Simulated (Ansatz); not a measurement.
# LaGaO3 (Pm-3m): following an unstable mode

Which phase does LaGaO3 (Pm-3m) fall into along its unstable mode, and how much energy does it gain?

Program: Ansatz 0.2.0. Level of theory: DFT PBEsol, scalar-relativistic, plane waves, PAW; PAW set soft_1. Values are calculated unless marked as measured.

### 1. The system as given

Symmetry: Pm-3m, No. 221, cubic system. Conventional cell: a = 3.865 Å, b = 3.865 Å, c = 3.865 Å, α = 90.00°, β = 90.00°, γ = 90.00°. La has 12 O at 2.73 Å nearest. Nearest to Ga lie 6 O at 1.93 Å. Nearest to O lie 2 Ga at 1.93 Å and 4 La at 2.73 Å. Farther neighbours, and contacts between anions beyond the nearest, are not listed.

Structure file:

```cif
data_structure
_symmetry_space_group_name_H-M 'P 1'
_symmetry_Int_Tables_number 1
_cell_length_a 3.8650
_cell_length_b 3.8650
_cell_length_c 3.8650
_cell_angle_alpha 90.000
_cell_angle_beta 90.000
_cell_angle_gamma 90.000
_cell_volume 57.74
loop_
_atom_site_label
_atom_site_type_symbol
_atom_site_fract_x
_atom_site_fract_y
_atom_site_fract_z
_atom_site_occupancy
La1 La 0.50000 0.50000 0.50000 1
Ga2 Ga 0.00000 0.00000 0.00000 1
O3 O 0.00000 0.50000 0.00000 1
O4 O 0.00000 0.00000 0.50000 1
O5 O 0.50000 0.00000 0.00000 1
```

### 2. The dispersion

Stability and thermal properties need the whole zone. Linear response on a 4×4×4 q mesh gives force constants as far as a supercell of that size would, and the tensors from the zone-centre run are typed in so that the long-range dipole term is interpolated apart.

Contents of input.yaml:

```yaml
crystal:
  lattice:
    - [3.8649841263, 0.0, 0.0]
    - [0.0, 3.8649841263, 0.0]
    - [0.0, 0.0, 3.8649841263]
  atoms:
    - { symbol: La, position: [0.5, 0.5, 0.5] }
    - { symbol: Ga, position: [0.0, 0.0, 0.0] }
    - { symbol: O, position: [0.0, 0.5, 0.0] }
    - { symbol: O, position: [0.0, 0.0, 0.5] }
    - { symbol: O, position: [0.5, 0.0, 0.0] }
kpoints:
  mp_grid: { grid: [8, 8, 8] }
hamiltonian:
  xc: pbesol
  pseudopotentials: { kind: paw, azcp: { folder: soft_1 }, xc_functional: pbe }
scf:
  occupations: { method: fixed }
output:
  eigenvalues: true
phonons:
  method: dfpt
  qmesh: [4, 4, 4]
  temperatures: { t_max: 1000, t_step: 50 }
  qpath:
    path:
      - [[0.0, 0.0, 0.0], [0.0, 0.5, 0.0], [0.5, 0.5, 0.0], [0.0, 0.0, 0.0], [0.5, 0.5, 0.5], [0.0, 0.5, 0.0]]
      - [[0.5, 0.5, 0.5], [0.5, 0.5, 0.0]]
    npoints: 10
  non_analytic_term:
    high_frequency_dielectric_tensor: [[5.2665, 0.0, 0.0], [0.0, 5.2665, 0.0], [0.0, 0.0, 5.2665]]
    born_effective_charges:
      - { species: La, tensor: [[4.4818, 0.0, 0.0], [0.0, 4.4818, 0.0], [0.0, 0.0, 4.4818]] }
      - { species: Ga, tensor: [[3.224, 0.0, 0.0], [0.0, 3.224, 0.0], [0.0, 0.0, 3.224]] }
      - { species: O, tensor: [[-2.4474, 0.0, 0.0], [0.0, -2.8111, 0.0], [0.0, 0.0, -2.4474]] }
      - { species: O, tensor: [[-2.4474, 0.0, 0.0], [0.0, -2.4474, 0.0], [0.0, 0.0, -2.8111]] }
      - { species: O, tensor: [[-2.8111, 0.0, 0.0], [0.0, -2.4474, 0.0], [0.0, 0.0, -2.4474]] }
    source: "zone-centre run at this cell"
```

Run with:

```
$ ansatz run input.yaml --threads 4 --pin off --max-ram 10240MiB --backend cpu --events-out ev --progress --plain --runs-dir out
```

Log:

```text
Engine: ansatz 0.2.0, aarch64-unknown-linux-gnu
Pseudopotentials: kind: paw
Pseudopotential: La, paw, valence charge 11, recommended cutoff 420 eV (normal), soft_1/La.paw.azcp
Pseudopotential: Ga, paw, valence charge 13, recommended cutoff 420 eV (normal), soft_1/Ga.paw.azcp
Pseudopotential: O, paw, valence charge 6, recommended cutoff 420 eV (normal), soft_1/O.paw.azcp
Functional definition: PBEsol
  exchange = pbesol_x
  correlation = pbesol_c
Crystal: 5 atoms, lattice volume = 57.736 Å³
Basis set: ecut = 420 eV, 1141 PW (Γ), exchange–correlation on 54×54×54 points (8 copies of the dense FFT grid, shifted against one another)
Bands: 26, of which v1, the nominal top of the filled ones, is band 21 counted from 1 (20 counted from 0)
Symmetry: 48 space group operations
k-points: 35 of 512
Non-local potential: La, projectors of the file, l = 0: 3, l = 1: 2, l = 2: 2, l = 3: 3
Non-local potential: Ga, projectors of the file, l = 0: 2, l = 1: 2, l = 2: 3, l = 3: 1
Non-local potential: O, projectors of the file, l = 0: 2, l = 1: 2, l = 2: 1
PAW form: soft (Blöchl's): semilocal exchange-correlation on the pseudo side does not see the compensation charge
PAW frozen core: La, regenerated for the run's functional, and the local potential with it (the file was generated under x = pbe(κ = 0.804, μ = 0.219515), c = pbe(β = 0.066725))
PAW frozen core: Ga, regenerated for the run's functional, and the local potential with it (the file was generated under x = pbe(κ = 0.804, μ = 0.219515), c = pbe(β = 0.066725))
PAW frozen core: O, regenerated for the run's functional, and the local potential with it (the file was generated under x = pbe(κ = 0.804, μ = 0.219515), c = pbe(β = 0.066725))
PAW one-centre angular grid: La, 590 points (default); XC on 64 Gauss nodes
PAW one-centre angular grid: Ga, 590 points (default); XC on 64 Gauss nodes
PAW one-centre angular grid: O, 110 points (default); XC on 64 Gauss nodes
Initial density: superposition of atomic densities (chi_scale 0.1, normalization cell, long waves kept (reshape's long-wave potential 0.00 eV rms))
Initial wavefunctions: pseudopotential atomic-orbital guess
Functional: x = pbesol(κ = 0.804, μ = 0.123457), c = pbesol(β = 0.046)
SCF iter   1: F=—  HF=-11593.449494 eV  |F-HF|=—  |Δ(HF+E_count)|=         —  Δρ=7.83e-2  dr2=1.91e0  ethr=3.10e-3  ⟨swp⟩=3.0  Hψ=3402  notcnv=0  defer=19
preconditioner: auto → Resta (q_TF=auto, 2.587 Å⁻¹)  ε∞=7.9  [insulator: Δε(μ)=2.392 eV  Ē_g=11.728 eV  n_scr=18 (ndim 8)  ℏωp=30.9 eV  f_vac=0.000  ε∞_Penn≈7.9]
SCF iter   2: F=—  HF=-11593.191132 eV  |F-HF|=—  |Δ(HF+E_count)|=   2.58e-1  Δρ=3.68e-2  dr2=3.99e-1  ethr=3.10e-3  ⟨swp⟩=3.7  Hψ=2134  notcnv=0  defer=47
SCF iter   3: F=—  HF=-11593.153842 eV  |F-HF|=—  |Δ(HF+E_count)|=   3.73e-2  Δρ=1.74e-2  dr2=9.58e-2  ethr=9.51e-4  ⟨swp⟩=2.0  Hψ=1742  notcnv=0  defer=25
SCF iter   4: F=—  HF=-11593.135170 eV  |F-HF|=—  |Δ(HF+E_count)|=   1.87e-2  Δρ=2.76e-3  dr2=3.14e-3  ethr=2.28e-4  ⟨swp⟩=2.4  Hψ=1707  notcnv=0  defer=74
SCF iter   5: F=—  HF=-11593.136619 eV  |F-HF|=—  |Δ(HF+E_count)|=   1.45e-3  Δρ=8.26e-4  dr2=2.89e-4  ethr=7.48e-6  ⟨swp⟩=2.2  Hψ=1716  notcnv=0  defer=103
SCF iter   6: F=—  HF=-11593.136531 eV  |F-HF|=—  |Δ(HF+E_count)|=   8.77e-5  Δρ=5.01e-4  dr2=8.73e-5  ethr=6.87e-7  ⟨swp⟩=2.0  Hψ=1638  notcnv=0  defer=103
SCF iter   7: F=—  HF=-11593.136470 eV  |F-HF|=—  |Δ(HF+E_count)|=   6.05e-5  Δρ=9.61e-5  dr2=3.81e-6  ethr=2.08e-7  ⟨swp⟩=2.0  Hψ=1491  notcnv=0  defer=104
SCF iter   8: F=—  HF=-11593.136478 eV  |F-HF|=—  |Δ(HF+E_count)|=   7.88e-6  Δρ=2.00e-5  dr2=2.57e-7  ethr=9.08e-9  ⟨swp⟩=2.0  Hψ=1575  notcnv=0  defer=93
SCF iter   9: F=—  HF=-11593.136478 eV  |F-HF|=—  |Δ(HF+E_count)|=   6.68e-8  Δρ=4.01e-6  dr2=7.09e-9  ethr=6.12e-10  ⟨swp⟩=2.1  Hψ=1482  notcnv=0  defer=70
SCF iter  10: F=—  HF=-11593.136478 eV  |F-HF|=—  |Δ(HF+E_count)|=   1.99e-9  Δρ=5.14e-7  dr2=1.58e-10  ethr=1.69e-11  ⟨swp⟩=2.0  Hψ=1587  notcnv=0  defer=64
SCF iter  11: F=—  HF=-11593.136478 eV  |F-HF|=—  |Δ(HF+E_count)|=  2.18e-11  Δρ=1.25e-7  dr2=1.03e-11  ethr=1.00e-12  ⟨swp⟩=2.4  Hψ=1623  notcnv=0  defer=65
SCF iter  12: F=-11593.136478 eV  HF=-11593.136478 eV  |F-HF|=3.64e-12  |Δ(HF+E_count)|=  7.28e-12  Δρ=4.33e-8  dr2=1.06e-12  ethr=1.00e-12  ⟨swp⟩=10.4  Hψ=5066  notcnv=0
SCF 1 converged in 12 iterations: F = -11593.136478 eV  dr2 = 1.06e-12
  greatest PAW one-centre occupation: 0.998 electrons in one spin orbital (limit 2), on the Ga atom at site 1 (counted from 0), in its partial waves of l = 2
NSCF: frozen V_eff on 35 k-points
NSCF: frozen V_eff on 125 k-points
DFPT response loops at q = (0, 0, 0) (fractional): preconditioner auto → none (the input reference at scf.mixing.eps_inf says where Resta's filter doesn't serve); β = 0.50; Broyden in place of MSR1
NSCF: frozen V_eff on 400 k-points
DFPT response loops at q = (0, 0, 0.25) (fractional): preconditioner auto → Resta (q_TF=auto, 2.587 Å⁻¹)  ε∞=4.2 (no band partly filled); β = 1.00, the filter's whole step (`scf.mixing.beta` (0.50) is not read by the response loops at its default; to damp them type it under 1.00, their step now; it binds the ground state too); Broyden in place of MSR1
NSCF: frozen V_eff on 250 k-points
DFPT response loops at q = (0, 0, -0.5) (fractional): mixed as the last ones told, above
NSCF: frozen V_eff on 640 k-points
DFPT response loops at q = (0, 0.25, 0.25) (fractional): mixed as the last ones told, above
NSCF: frozen V_eff on 400 k-points
DFPT response loops at q = (0, 0.25, -0.5) (fractional): mixed as the last ones told, above
NSCF: frozen V_eff on 250 k-points
DFPT response loops at q = (0, -0.5, -0.5) (fractional): mixed as the last ones told, above
NSCF: frozen V_eff on 1024 k-points
DFPT response loops at q = (0.25, 0.25, 0.25) (fractional): preconditioner auto → none (the input reference at scf.mixing.eps_inf says where Resta's filter doesn't serve); β = 0.50; Broyden in place of MSR1
NSCF: frozen V_eff on 640 k-points
DFPT response loops at q = (0.25, 0.25, -0.5) (fractional): preconditioner auto → Resta (q_TF=auto, 2.587 Å⁻¹)  ε∞=4.2 (no band partly filled); β = 1.00, the filter's whole step (`scf.mixing.beta` (0.50) is not read by the response loops at its default; to damp them type it under 1.00, their step now; it binds the ground state too); Broyden in place of MSR1
NSCF: frozen V_eff on 400 k-points
DFPT response loops at q = (0.25, -0.5, -0.5) (fractional): mixed as the last ones told, above
NSCF: frozen V_eff on 250 k-points
DFPT response loops at q = (-0.5, -0.5, -0.5) (fractional): preconditioner auto → none (the input reference at scf.mixing.eps_inf says where Resta's filter doesn't serve); β = 0.50; Broyden in place of MSR1
SCF converged after 12 iterations
Free energy (F): -11593.136478 eV
Harris-Foulkes:  -11593.136478 eV  (|F-HF|=3.64e-12)
Internal energy: -11593.136478 eV  (E = F + TS)
E sigma→0 (E₀):  -11593.136478 eV
Fermi energy:    11.551969 eV
--- Per-component energies (eV) ---
  E_band       = 75.637912
  E_kinetic    = 805.871031
  E_local      = -2418.787293  (includes V_loc(G=0)·N_el)
  E_nonlocal   = 162.280108
  E_hartree    = 1316.424277
  E_xc         = -418.033401
  E_vxc        = -475.073185  (∫ρ·V_xc dr)
  E_paw        = -7763.448487  (= ΣΔE_a)
  E_vpaw       = -631.503499  (= ΣTr[D̂ρ^β])
  E_aug_tail   = 0.002240  (compensation charges beyond the density's cutoff)
  E_ewald      = -3278.582831
  E_core_change = 1.137879  (= ΣΔE_core)
  E_smearing   = -0.000000  (= −TS)
  E_closure    = 0.000000  (closes the sum)
  Σ components = -11593.136478   (vs F -11593.136478, Δ=0.00e0)
--- Band table (eV; the first three rows and the last of 35) ---
  k-point 0: bands = [... 17 lower, 10.2006, 11.3217, 11.3217, 11.3217, 14.8989, 14.8989, 15.4525, 15.8440, ... 1 higher]
  k-point 1: bands = [... 17 lower, 10.1258, 10.9758, 11.2346, 11.2346, 15.0955, 15.1761, 15.8277, 15.9284, ... 1 higher]
  k-point 2: bands = [... 17 lower, 10.0230, 10.2329, 10.9980, 10.9980, 15.4207, 15.6290, 15.7916, 15.9779, ... 1 higher]
  k-point 34: bands = [... 17 lower, 11.5392, 11.5520, 11.5520, 11.5520, 15.7311, 15.7311, 15.7311, 15.9396, ... 1 higher]
--- Phonons (Γ-DFPT): 4 representative perturbations + reference (Σ response iterations 14) ---
  ASR residual: 3.761e-5 → 0.000e0 eV/Å²; symmetrization residual: 7.303e-7 eV/Å²
  ASR residual per site (eV/Å²): 1.02e-5 3.73e-5 3.76e-5 3.76e-5 3.76e-5
  Γ frequencies (cm⁻¹): 0.00 0.00 0.00 66.92 66.92 66.92 175.46 175.46 175.46 250.66 250.66 250.66 653.69 653.69 653.69
--- Phonons (arbitrary-q DFPT): 10 irreducible q on the 4×4×4 mesh ---
  q = [0.0000, 0.0000, 0.0000] (star 1, of the zone-centre solve; hermiticity 6.68e-8, symmetrization 1.36e-12): -0.00 -0.00 0.00 66.92 66.92 66.92 175.46 175.46 175.46 250.66 250.66 250.66 653.69 653.69 653.69
  q = [0.0000, 0.0000, 0.2500] (star 6, 9 solved perturbations in 1560 linear systems a pass and spin channel, the states on 200 of 512 k-point pairs; hermiticity 9.94e-8, symmetrization 1.20e-12): 49.54 49.54 111.04 111.04 128.52 205.33 205.33 218.20 223.01 251.68 251.68 452.27 653.53 653.53 703.39
  q = [0.0000, 0.0000, -0.5000] (star 3, 9 solved perturbations in 975 linear systems a pass and spin channel, the states on 125 of 512 k-point pairs; hermiticity 1.26e-7, symmetrization 1.04e-12): 57.32 57.32 142.01 142.01 179.59 235.53 235.53 250.35 250.35 250.61 263.19 455.74 653.39 653.39 690.84
  q = [0.0000, 0.2500, 0.2500] (star 12, 9 solved perturbations in 2460 linear systems a pass and spin channel, the states on 320 of 512 k-point pairs; hermiticity 5.73e-8, symmetrization 4.30e-14): 45.58 56.13 71.60 121.18 150.99 174.02 215.19 227.76 255.15 287.63 300.60 448.98 590.43 653.24 736.06
  q = [0.0000, 0.2500, -0.5000] (star 12, 15 solved perturbations on 200 of 512 k-point pairs; hermiticity 8.76e-8, symmetrization 7.28e-14): -54.47 59.30 78.26 120.58 177.36 190.31 248.39 252.20 257.14 310.66 328.73 446.03 558.22 652.93 739.65
  q = [0.0000, -0.5000, -0.5000] (star 3, 9 solved perturbations in 975 linear systems a pass and spin channel, the states on 125 of 512 k-point pairs; hermiticity 4.97e-8, symmetrization 1.34e-13): -174.98 59.63 73.22 73.22 200.64 232.33 232.33 267.54 267.54 352.75 352.75 438.10 491.05 652.44 752.24
  q = [0.2500, 0.2500, 0.2500] (star 8, 4 solved perturbations in 1376 linear systems a pass and spin channel, the states on 512 of 512 k-point pairs; hermiticity 4.45e-8, symmetrization 3.12e-13): -53.88 60.44 60.44 86.49 86.49 110.37 246.83 266.40 266.40 322.54 322.54 437.49 588.41 588.41 762.10
  q = [0.2500, 0.2500, -0.5000] (star 12, 9 solved perturbations in 2460 linear systems a pass and spin channel, the states on 320 of 512 k-point pairs; hermiticity 6.49e-8, symmetrization 2.23e-13): -113.68 22.59 68.03 79.07 106.41 108.44 254.61 267.84 308.01 339.70 344.97 426.81 541.39 586.31 768.94
  q = [0.2500, -0.5000, -0.5000] (star 6, 9 solved perturbations in 1560 linear systems a pass and spin channel, the states on 200 of 512 k-point pairs; hermiticity 8.00e-8, symmetrization 1.71e-13): -194.53 -89.60 -89.60 81.51 101.39 101.39 260.84 309.33 309.33 362.20 362.20 408.64 488.49 566.31 779.26
  q = [-0.5000, -0.5000, -0.5000] (star 1, 4 solved perturbations in 350 linear systems a pass and spin channel, the states on 125 of 512 k-point pairs; hermiticity 2.97e-8, symmetrization 2.80e-13): -212.99 -212.99 -212.99 94.43 94.43 94.43 311.92 311.92 311.92 373.91 373.91 373.91 485.80 485.80 789.62
  sum rule: each row above includes the acoustic sum rule's correction from the zone centre's row sums; it moved no ω² by more than (0.80 cm⁻¹)²
  mesh force constants: q→R imaginary residual 1.63e-18; ASR residual 3.761e-5 → 0.000e0 eV/Å²; symmetrization residual 2.132e-14 eV/Å²
  interpolated dispersion: 63 rows × 15 modes
  density of states and harmonic sums: on the 16×16×16 q-mesh, interpolated from the force constants of a 4×4×4 supercell (with the dipole–dipole term of supplied tensors)
  largest difference from the sums on the solved wave vectors: F 2.43e-2 eV, S 2.63e-5 and C_V 1.05e-5 eV/K
  zero-point energy: 0.267392 eV/cell   skipped modes (ω ≤ 0): 153, of them read as no rigid motion or as one in doubt: 150 (8.779e-1 modes/cell left out, lowest -212.99 cm⁻¹)   left out of the sums: 5.86e-2 of the cell's modes: C_V's classical limit lies that fraction below 3 k_B per atom; for a crystal, a wire or a layer, F and S can be off by more, and a phonons.interpolated_qmesh denser along its periods is the remedy for the sampling
```

Run time: 13 min. Hardware: 4 threads of Arm Neoverse V1, shared host; peak memory 2.3 GiB.

Reading the cycles: dr2 is the Hartree energy of the density residual (eV), the measure of convergence; HF is the Harris–Foulkes estimate of the energy, which meets the free energy F at convergence.

This step gave:

| Property | Result |
| --- | --- |
| gap on the k-mesh | 3.347 eV |
| volume per atom | 11.55 Å³ |
| sum-rule residual before enforcement | 3.76e-5 eV/Å² |
| lowest frequency on the path | -213.0 cm⁻¹ |
| point group | m-3m |
| highest frequency on path, mesh or solved points | 789.6 cm⁻¹ |
| highest optical mode at the zone centre (no LO-TO term) | 653.7 cm⁻¹ |
| lowest optical zone-centre mode | 66.92 cm⁻¹ |
| lowest mode on the q mesh (acoustic modes at Γ apart) | -213.0 cm⁻¹ |

Frequencies (cm⁻¹) solved at each irreducible wavevector; negative means imaginary. Frequencies by wavevector, by row:

| q in reciprocal lattice units | star | mode 1 | mode 2 | mode 3 | mode 4 | mode 13 | mode 14 | mode 15 |
| --- | --- | --- | --- | --- | --- | --- | --- | --- |
| 0 0 0 | 1 | 0 | 0 | 0 | 66.9 | 653.7 | 653.7 | 653.7 |
| 0 0 0.25 | 6 | 49.5 | 49.5 | 111 | 111 | 653.5 | 653.5 | 703.4 |
| 0 0 -0.5 | 3 | 57.3 | 57.3 | 142 | 142 | 653.4 | 653.4 | 690.8 |
| 0 0.25 0.25 | 12 | 45.6 | 56.1 | 71.6 | 121.2 | 590.4 | 653.2 | 736.1 |
| 0 0.25 -0.5 | 12 | -54.5 | 59.3 | 78.3 | 120.6 | 558.2 | 652.9 | 739.6 |
| 0 -0.5 -0.5 | 3 | -175 | 59.6 | 73.2 | 73.2 | 491.1 | 652.4 | 752.2 |
| 0.25 0.25 0.25 | 8 | -53.9 | 60.4 | 60.4 | 86.5 | 588.4 | 588.4 | 762.1 |
| 0.25 0.25 -0.5 | 12 | -113.7 | 22.6 | 68 | 79.1 | 541.4 | 586.3 | 768.9 |
| 0.25 -0.5 -0.5 | 6 | -194.5 | -89.6 | -89.6 | 81.5 | 488.5 | 566.3 | 779.3 |
| -0.5 -0.5 -0.5 | 1 | -213 | -213 | -213 | 94.4 | 485.8 | 485.8 | 789.6 |

Interpolated from a 4×4×4 q mesh, with the LO-TO term (at Γ the limit along the path). Phonon branches along the path, in cm⁻¹:

```csv
point,branch 1,branch 2,branch 3,branch 4,branch 12,branch 13,branch 14,branch 15
Γ,0,0,0,67,451,654,654,713
halfway,50,50,111,111,452,654,654,703
X,57,57,142,142,456,653,653,691
halfway,-54,59,78,121,446,558,653,740
M,-175,60,73,73,438,491,652,752
halfway,46,56,72,121,449,590,653,736
Γ,0,0,0,67,451,654,654,713
halfway,-54,60,60,86,438,588,588,762
R,-213,-213,-213,94,374,486,486,790
halfway,-114,23,68,79,427,541,586,769
X,57,57,142,142,456,653,653,691
jump to R,-213,-213,-213,94,374,486,486,790
halfway,-194,-90,-90,82,409,488,566,779
M,-175,60,73,73,438,491,652,752
```

Symmetry leaves 10 wavevectors to solve. The lowest mode among them, the acoustic zeros apart, lies at q = (-0.5, -0.5, -0.5) and is imaginary, 213.0i cm⁻¹, so the energy falls along it.

### 3. The mode frozen in, largest atomic shift 0 Å

The mode followed lies at q = (0, -0.5, -0.5) with frequency 175.0i cm⁻¹, one of the unstable modes though not the softest. At small amplitude the pattern taken leaves space group no. 127 by a symmetry search on the positions. The undistorted cell that holds it gives the zero of energy on the same k mesh.

System of this step: LaGaO3. The structure is cubic, space group Pm-3m (No. 221). The conventional cell has a = 3.865 Å, b = 3.865 Å, c = 3.865 Å, α = 90.00°, β = 90.00°, γ = 90.00°. La has 12 O at 2.73 Å nearest. Ga has 6 O at 1.93 Å nearest. Nearest to O lie 2 Ga at 1.93 Å and 4 La at 2.73 Å. Nearest to O lie 2 Ga at 1.93 Å and 4 La at 2.73 Å. Farther neighbours, and contacts between anions beyond the nearest, are not listed.

Contents of input.yaml:

```yaml
crystal:
  lattice:
    - [-3.8649841263, 0.0, 0.0]
    - [0.0, -3.8649841263, -3.8649841263]
    - [0.0, -3.8649841263, 3.8649841263]
  atoms:
    - { symbol: La, position: [0.5, 0.0, 0.5] }
    - { symbol: La, position: [0.5, 0.5, 0.0] }
    - { symbol: Ga, position: [0.0, 0.5, 0.5] }
    - { symbol: Ga, position: [0.0, 0.0, 0.0] }
    - { symbol: O, position: [0.0, 0.25, 0.25] }
    - { symbol: O, position: [0.0, 0.75, 0.75] }
    - { symbol: O, position: [0.0, 0.25, 0.75] }
    - { symbol: O, position: [0.0, 0.75, 0.25] }
    - { symbol: O, position: [0.5, 0.5, 0.5] }
    - { symbol: O, position: [0.5, 0.0, 0.0] }
kpoints:
  mp_grid: { grid: [6, 4, 4] }
hamiltonian:
  xc: pbesol
  pseudopotentials: { kind: paw, azcp: { folder: soft_1 }, xc_functional: pbe }
scf:
  occupations: { method: gaussian, width: 0.02 }
output:
  forces: true
  stress: true
  eigenvalues: true
```

Log:

```text
[...]
Crystal: 10 atoms, lattice volume = 115.471 Å³
Basis set: ecut = 420 eV, 2273 PW (Γ), exchange–correlation on 54×80×80 points (8 copies of the dense FFT grid, shifted against one another)
Bands: 52, of which v1, the nominal top of the filled ones, is band 42 counted from 1 (41 counted from 0)
Symmetry: 32 space group operations
[...]
k-points: 24 of 96
[...]
k-point 0: bands = [... 38 lower, 11.3219, 11.3219, 11.5128, 11.5271, 14.8989, 14.8989, 15.4525, 15.5941, ... 6 higher]
  k-point 1: bands = [... 38 lower, 10.9481, 11.1406, 11.3674, 11.5257, 15.2862, 15.3040, 15.6034, 15.6460, ... 6 higher]
  k-point 2: bands = [... 38 lower, 10.5914, 10.5914, 11.4694, 11.4694, 15.5943, 15.5943, 15.6232, 15.6232, ... 6 higher]
  k-point 23: bands = [... 38 lower, 11.5129, 11.5129, 11.5272, 11.5272, 15.5941, 15.5941, 15.5941, 15.5941, ... 6 higher]
[key lines of the parts left out:]
SCF converged after 9 iterations
Free energy (F): -23186.272388 eV
Fermi energy:    13.225570 eV
P = ⅓ Tr σ = -0.0002 GPa (-0.002 kbar)
```

Wall time 3.4 s (4 threads); peak memory 0.54 GiB; 12 s of CPU time.

Read from the output:

```
pressure                         : -2.47e-4 GPa
energy from the undistorted cell : 0 meV/atom
```

At this level the gap is 3.35 eV on the k-mesh of the self-consistent run, which can miss the band edges.

(Part 1 of 2 ends here.)

[Long decimals in the printed logs are rounded to 6 places.]

[Logs are printed without paths, hosts, clocks, repeated set-up lines and the standing remarks that a program may print on its own settings, such as how far it seeks lower states.]

[Hosts, paths, dates, database ids (printed as entryN), source tags and the programs' standing remarks are cut or masked in the printed files.]

[Where the starting crystal was built by hand or by swapping elements, it need not be the compound's stable phase.]
